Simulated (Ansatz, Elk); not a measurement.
**How far do independent atoms describe SrHf3?**

The structure of SrHf3 used here is made up (a known structure type with other elements) and was relaxed beforehand with PBE. The aim is the Fourier transform of its all-electron density, F(hkl), set beside the sum over free spherical atoms that refinements use.

Program: Elk 11.2.3 (patched build). Level of theory: DFT, PBE, all-electron APW+lo, Dirac cores, scalar-relativistic bands, static density, no spin. Results are calculated unless marked as measured.

The structure was built from a prototype and need not be the compound's stable phase.

### Step 1. Set-up

The structure is cubic, space group Pm-3m (No. 221). Conventional cell: a = 4.686 Å, b = 4.686 Å, c = 4.686 Å, α = 90.00°, β = 90.00°, γ = 90.00°. Nearest to Hf lie 8 Hf at 3.31 Å and 4 Sr at 3.31 Å. Sr has 12 Hf at 3.31 Å nearest. Farther neighbours are not listed.

As a file:

```cif
data_structure
_symmetry_space_group_name_H-M 'P 1'
_symmetry_Int_Tables_number 1
_cell_length_a 4.6856
_cell_length_b 4.6856
_cell_length_c 4.6856
_cell_angle_alpha 90.000
_cell_angle_beta 90.000
_cell_angle_gamma 90.000
_cell_volume 102.87
loop_
_atom_site_label
_atom_site_type_symbol
_atom_site_fract_x
_atom_site_fract_y
_atom_site_fract_z
_atom_site_occupancy
Hf1 Hf 0.50000 0.50000 0.00000 1
Hf2 Hf 0.50000 0.00000 0.50000 1
Hf3 Hf 0.00000 0.50000 0.50000 1
Sr4 Sr 0.00000 0.00000 0.00000 1
```

### Step 2. Ground state and structure factors

An all-electron density is needed, since X-rays see the cores too. Task 0 finds the density and task 195 Fourier-transforms it; tshift is off so that phases refer to the origin typed.

elk.in reads:

```
tasks
  0
  195

xctype
  20

spinpol
  .false.

rgkmax
  7.0

gmaxvr
  14.0

lmaxo
  7

lmaxapw
  8

swidth
  0.002

tshift
  .false.

ramdisk
  .false.

hmaxvr
  5.5

maxscl
  120

epspot
  1e-06

sppath
  './'

avec
  8.85442314486 0.00000000000 0.00000000000
  0.00000000000 8.85442314486 0.00000000000
  0.00000000000 0.00000000000 8.85442314486

atoms
  2
  'Hf.in'
  3
  0.5000000000 0.5000000000 -0.0000000000   0.000000 0.000000 0.000000
  0.5000000000 0.0000000000 0.5000000000   0.000000 0.000000 0.000000
  -0.0000000000 0.5000000000 0.5000000000   0.000000 0.000000 0.000000
  'Sr.in'
  1
  0.0000000000 -0.0000000000 0.0000000000   0.000000 0.000000 0.000000

ngridk
  5 5 5
```

On the command line:

```console
OMP_NUM_THREADS=4 elk
```

Numbers of over 12 decimals in the logs are rounded to 6 here.

The log of the run:

```text
┌─────────────────────────┐
│ Elk code version 11.2.3 │
└─────────────────────────┘

All units are atomic (Hartree, Bohr, etc.)

┌─────────────────────────────────────────────────┐
│ Ground-state run starting from atomic densities │
└─────────────────────────────────────────────────┘

Lattice vectors :
   8.854423145       0.000000000       0.000000000
   0.000000000       8.854423145       0.000000000
   0.000000000       0.000000000       8.854423145

Reciprocal lattice vectors :
  0.7096097853       0.000000000       0.000000000
   0.000000000      0.7096097853       0.000000000
   0.000000000       0.000000000      0.7096097853

Unit cell volume      :    694.1939398
Brillouin zone volume :   0.3573212026

Muffin-tin inner radius fraction :   0.1000000000E-01

Nuclei treated as point charges

Species : 1 (Hf)
 parameters loaded from : Hf.in
 name : hafnium
 nuclear charge    :   -72.00000000
 electronic charge :    72.00000000
 atomic mass :    325367.3659
 muffin-tin radius :    2.800000000
 number of radial points in muffin-tin :   1393
 inner part over the whole radius :   0.9942779402E-02
 number on inner part of muffin-tin    :    999
 approximate nuclear radius :   0.1000320365E-03
 number of mesh points to nuclear radius :    518
 atomic positions (lattice), magnetic fields (Cartesian) :
  1 :   0.50000000  0.50000000  0.00000000    0.00000000  0.00000000  0.00000000
  2 :   0.50000000  0.00000000  0.50000000    0.00000000  0.00000000  0.00000000
  3 :   0.00000000  0.50000000  0.50000000    0.00000000  0.00000000  0.00000000

Species : 2 (Sr)
 parameters loaded from : Sr.in
 name : strontium
 nuclear charge    :   -38.00000000
 electronic charge :    38.00000000
 atomic mass :    159721.4892
 muffin-tin radius :    2.600000000
 number of radial points in muffin-tin :   1193
 inner part over the whole radius :   0.9909106339E-02
 number on inner part of muffin-tin    :    847
 approximate nuclear radius :   0.8067967193E-04
 number of mesh points to nuclear radius :    415
 atomic positions (lattice), magnetic fields (Cartesian) :
  1 :   0.00000000  0.00000000  0.00000000    0.00000000  0.00000000  0.00000000

Total number of atoms per unit cell :    4
Total muffin-tin volume :    349.4791444
 ratio of muffin-tin to unit cell volume :   0.5034315691

Spin treatment :
 spin-unpolarised

Number of Bravais lattice symmetries :   48
Number of crystal symmetries         :   48
Crystal has inversion symmetry
Real symmetric eigensolver will be used

k-point grid :      5     5     5
k-point offset :    0.000000000       0.000000000       0.000000000
k-point set is reduced with full crystal symmetry group
Total number of k-points :       10

Muffin-tin radius times maximum |G+k| :    7.000000000
 using average radius
Maximum |G+k| for APW functions       :    2.545454545
Maximum (1/2)|G+k|²                   :    3.239669421
Maximum |G| for potential and density :    14.00000000
Constant for pseudocharge density :   10
 order of it for each species :   17  17
 order of it for pair densities of each species (exact exchange by exxq0 0: 18) :   10   8
Radial integration step length :    1

G-vector grid sizes :     40    40    40
Number of G-vectors :    32231

Maximum angular momentum used for
 APW functions            :    8
 outer part of muffin-tin :    7
 inner part of muffin-tin :    2

Total nuclear charge    :   -254.0000000
Total core charge       :    166.0000000
Total valence charge    :    88.00000000
Total excess charge     :    0.000000000
Total electronic charge :    254.0000000

Effective Wigner radius, rₛ :   0.8673335860

Number of empty states         :     16
Total number of valence states :     61
Total number of core states    :    166

Third-order local-orbitals added for an l without core states : T
Total number of local-orbitals :    110

Exchange-correlation functional :     20     0     0
 Perdew-Burke-Ernzerhof, Phys. Rev. Lett. 77, 3865 (1996)
 gradient requirement :    1
[...]
xc potential                :     -1338.5727422057
 exchange                    :     -1019.4375027706
 correlation                 :     -14.888257951544
 electron entropic           :    -0.12665081843183E-02
 total energy                :     -48474.377392568

Density of states at Fermi energy :    96.15537583
 (states/Hartree/unit cell)

Estimated indirect band gap :   0.3710644630E-02
 from k-point 5 to k-point 6
Estimated direct band gap   :   0.5862616719E-02
 at k-point 6

Charges :
 core                        :    166.0000000
 valence                     :    88.00000000
 interstitial                :    7.487951458
 muffin-tins (core leakage)
  species : 1 (Hf)
   atom 1                    :    70.04667902     (  0.2860710424E-07)
   atom 2                    :    70.04667902     (  0.2860710424E-07)
[...]
species : 2 (Sr)
[...]
total in muffin-tins        :    246.5120485
 total calculated charge     :    253.9996870
 total charge                :    254.0000000
 error                       :   0.3130393816E-03

RMS change in Kohn-Sham potential (target) :   0.1743631784     (  0.1000000000E-05)
Absolute change in total energy (target)   :   0.4236677317     (  0.1000000000E-03)

[... loops 3 to 15 left out ...]

┌──────────────────┐
│ Loop number : 16 │
└──────────────────┘

Energies :
 Fermi                       :     0.272287
 sum of occupied eigenvalues :     -29582.551023270
 electron kinetic            :      53942.175503871
 core electron kinetic       :      52277.753795943
 Coulomb                     :     -101380.48597144
 Coulomb potential           :     -82171.470105017
 nuclear-nuclear             :     -4286.2267760781
 electron-nuclear            :     -112100.68995350
 Hartree                     :      15006.430758133
 Madelung                    :     -60294.750918935
 xc potential                :     -1353.2564221233
 exchange                    :     -1020.0439788922
 correlation                 :     -14.890490401278
 electron entropic           :    -0.16187225663480E-02
 total energy                :     -48473.246555588

Density of states at Fermi energy :    127.1127409
 (states/Hartree/unit cell)

Estimated indirect band gap :   0.1376519559E-01
 from k-point 9 to k-point 6
Estimated direct band gap   :   0.1395078376E-01
 at k-point 6

Charges :
 core                        :    166.0000000
 valence                     :    88.00000000
 interstitial                :    7.112498951
 muffin-tins (core leakage)
  species : 1 (Hf)
[...]
species : 2 (Sr)
[...]
total in muffin-tins        :    246.8875010
 total calculated charge     :    253.9996816
 total charge                :    254.0000000
 error                       :   0.3183923578E-03

RMS change in Kohn-Sham potential (target) :   0.5835858338E-07 (  0.1000000000E-05)
Absolute change in total energy (target)   :   0.4187247396E-04 (  0.1000000000E-03)

Convergence targets achieved

┌──────────────────┐
│ Loop number : 17 │
└──────────────────┘

Energies :
 Fermi                       :     0.272287
 sum of occupied eigenvalues :     -29582.551025136
 electron kinetic            :      53942.175504775
 core electron kinetic       :      52277.753798312
 Coulomb                     :     -101380.48597295
 Coulomb potential           :     -82171.470109743
 nuclear-nuclear             :     -4286.2267760781
 electron-nuclear            :     -112100.68995204
 Hartree                     :      15006.430755163
 Madelung                    :     -60294.750918080
 xc potential                :     -1353.2564201681
 exchange                    :     -1020.0439788372
 correlation                 :     -14.890490395717
 electron entropic           :    -0.16187225585008E-02
 total energy                :     -48473.246556131

Density of states at Fermi energy :    127.1127409
 (states/Hartree/unit cell)

Estimated indirect band gap :   0.1376519676E-01
 from k-point 9 to k-point 6
Estimated direct band gap   :   0.1395078505E-01
 at k-point 6

Charges :
 core                        :    166.0000000
 valence                     :    88.00000000
 interstitial                :    7.112498990
 muffin-tins (core leakage)
  species : 1 (Hf)
[...]
atom 2                    :    70.23519557     (  0.1096116620E-07)
   atom 3                    :    70.23519557     (  0.1096116620E-07)
  species : 2 (Sr)
   atom 1                    :    36.18191431     (  0.2888764010E-04)
 total in muffin-tins        :    246.8875010
 total calculated charge     :    253.9996816
 total charge                :    254.0000000
 error                       :   0.3183923810E-03

┌──────────────────────────────┐
│ Self-consistent loop stopped │
└──────────────────────────────┘

Wrote STATE.OUT
```

It took 28 s on 4 threads of Arm Neoverse V1, shared host; peak memory 0.22 GiB; 60 s of CPU time.

SFACRHO.OUT:

```text

h k l indices transformed by vhmat matrix:
   1.000000000       0.000000000       0.000000000    
   0.000000000       1.000000000       0.000000000    
   0.000000000       0.000000000       1.000000000    

      h      k      l  multipl.   |H|            Re(F)            Im(F)           |F|

      0      0      0      1   0.0000000       254.00000     -0.40440061E-17   254.00000    
      0     -1      0      6  0.70960979      -33.051700     -0.16135266E-13   33.051700    
     -1      0      1     12   1.0035398      -31.948574     -0.30112415E-15   31.948574    
      1      1      1      8   1.2290802       215.68480     -0.45422220E-13   215.68480    
      0      0     -2      6   1.4192196       208.66075      0.29160539E-13   208.66075    
     -1      0     -2     24   1.5867357      -29.626139     -0.14220308E-13   29.626139    
     -1      1     -2     24   1.7381819      -29.185556     -0.27461720E-13   29.185556    
      2      2      0     12   2.0070796       187.51345     -0.52750301E-13   187.51345    
      2     -2      1     24   2.1288294      -27.654409      0.12509807E-13   27.654409    
      0      0      3      6   2.1288294      -27.646860      0.22598052E-12   27.646860    
     -3      1      0     24   2.2439832      -27.039717     -0.45823554E-13   27.039717    
     -1     -1     -3     24   2.3535094       175.39983      0.24131441E-12   175.39983    
      2     -2     -2      8   2.4581604       171.96744      0.24231928E-13   171.96744    
     -2     -3      0     24   2.5585345      -25.592431     -0.20822794E-12   25.592431    
     -2      1      3     48   2.6551167      -25.122901     -0.65759467E-13   25.122901    
      4      0      0      6   2.8384391       159.88287     -0.45019271E-13   159.88287    
      3      2     -2     24   2.9257961      -23.934984      0.19473431E-12   23.934984    
     -4      0     -1     24   2.9257961      -23.874740     -0.11089595E-13   23.874740
```

Elk indexes on the primitive cell of elk.in and gives |H| = 4π sin θ/λ in inverse bohr. Below, one row stands for each form hkl of the conventional cell (m members, Friedel mates merged), F is for one primitive cell and the density is static (no thermal factor). Free-atom factors are Waasmaier and Kirfel's, and R is Σm||F|−|F'||/Σm|F|.

```
hkl   m  sin θ/λ (Å⁻¹)  abs F, DFT  neutral atoms   diff.
100   6          0.107      33.052         33.189  -0.138
110  12          0.151      31.949         32.111  -0.162
111   8          0.185     215.685        216.332  -0.647
200   6          0.213     208.661        209.263  -0.602
210  24          0.239      29.626         29.884  -0.258
211  24          0.261      29.186         29.288  -0.102
220  12          0.302     187.513        187.700  -0.187
221  24          0.320      27.654         27.624  +0.030
300   6          0.320      27.647         27.624  +0.022
310  24          0.337      27.040         27.104  -0.065
311  24          0.354     175.400        175.601  -0.201
222   8          0.370     171.967        172.103  -0.136
320  24          0.385      25.592         25.653  -0.061
321  48          0.399      25.123         25.207  -0.084
400   6          0.427     159.883        160.119  -0.236
322  24          0.440      23.935         23.977  -0.042
410  24          0.440      23.875         23.977  -0.102
411  24          0.453      23.602         23.602  +0.001
330  12          0.453      23.650         23.602  +0.048
331  24          0.465     152.564        152.742  -0.178
420  24          0.477     150.290        150.517  -0.227
421  48          0.489      22.550         22.571  -0.020
```

### Step 3. The highest occupied states alone

An energy window below the Fermi level keeps the highest occupied states, to see at which angles they scatter; shallow core shells can lie inside it and anion s states outside. No new self-consistency is needed.

Edit elk.in of step 2 so:

```diff
@@ -1,3 +1,2 @@
 tasks
-  0
   195
@@ -40,2 +39,5 @@
 
+wsfac
+  -0.278950 0.572290
+
 sppath
```

On the command line:

```console
OMP_NUM_THREADS=4 elk
```

The log of the run:

```text
┌─────────────────────────────────┐
│ Elk code version 11.2.3 started │
└─────────────────────────────────┘

Info(readinput): the functional depends on the density's gradient
 muffin-tin radial points multiplied by    2.00000
 (not where nrmtscf is given)

┌────────────────────┐
│ Current task : 195 │
└────────────────────┘

Info(sfacrho): density structure factors written to SFACRHO.OUT

 Energy window :  -0.2789500000      0.5722900000

┌──────────────────┐
│ Elk code stopped │
└──────────────────┘
```

Elapsed: 13 s, on 4 threads; peak memory 0.17 GiB.

States within 15 eV below the Fermi level hold 56.00 electrons; any levels below the window count with the cores. Their amplitudes can exceed the total, where window and core parts have opposite phase:

```
hkl  sin θ/λ (Å⁻¹)  abs F, window  abs F, all
100          0.107         14.626      33.052
110          0.151         13.280      31.949
111          0.185         37.044     215.685
200          0.213         35.058     208.661
210          0.239         10.904      29.626
211          0.261         10.575      29.186
220          0.302         29.561     187.513
221          0.320          9.419      27.654
300          0.320          9.441      27.647
310          0.337          8.947      27.040
```

(Part 1 of 2 ends here.)

[Logs are printed without paths, hosts, clocks, repeated set-up lines and the standing remarks that a program may print on its own settings, such as how far it seeks lower states.]

[Hosts, paths, dates, database ids (printed as entryN), source tags and the programs' standing remarks are cut or masked in the printed files.]
